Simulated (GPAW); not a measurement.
**ZnS (F-43m): how ε∞ follows the gap**

The empty bands of ZnS (F-43m) are shifted up rigidly by Δ, and ε∞ is computed for each shift.

Cell: a, b, c = 3.821, 3.821, 3.821 Å (primitive vectors), 2 atoms.

Method: GPAW 26.7.0, LDA, RPA, k-mesh 11×11×11, local fields up to 50 eV, Lorentzian half width 0.15 eV.

Launch of the response step: `OMP_NUM_THREADS=1 python df.py`. The series took 1.7 min in all, its band step included, on 1 thread of Arm Neoverse V1, on a shared host.

```
Δ (eV)     ε∞
  0.00  6.038
  0.40  5.700
  0.80      ?
  1.20  5.164
  1.60  4.946
  2.00  4.751
```

With one effective transition at E₀ and fixed dipole strength, ε∞ − 1 = A/(E₀ + Δ), so 1/(ε∞ − 1) is linear in Δ.

Working, on the rows shown:

| x = Δ (eV) | y = 1/(ε∞ − 1) |
| --- | --- |
| 0 | 0.198491 |
| 0.4 | 0.212766 |
| 1.2 | 0.240154 |
| 1.6 | 0.253421 |
| 2 | 0.266596 |

Means: x̄ = 1.04, ȳ = 0.23429. Σ(x − x̄)(y − ȳ) = 0.09367, Σ(x − x̄)² = 2.752. Slope = 0.09367 / 2.752 = 0.03404; intercept = ȳ − slope · x̄ = 0.19889. Turned back into ε∞, the line misses the rows shown by at most 0.01.

Problem. Predict the last column of the withheld row from the fit.

Solution. At x = 0.8 the line gives y = 0.22612, that is 5.422. The run gave 5.414, so the interpolation is off by 0.0085, 0.7 % of the range in the table.

Refitted with all rows, the slope is 0.03401 and the intercept 0.19899. These give E₀ = intercept/slope = 5.9 eV, far above the least direct gap of 1.86 eV: most of the screening comes from transitions well over the edge. Over the first step ε∞ falls by 14 % per eV. The cell comes from an older database entry, whose edges can be off by a per cent or so. Excitons are left out; LDA gaps are as a rule too small. The values come from a sum over the points of one k-mesh and carry its error, which grows as the direct gap shrinks.

[Logs are printed without paths, hosts, clocks, repeated set-up lines and the standing remarks that a program may print on its own settings, such as how far it seeks lower states.]
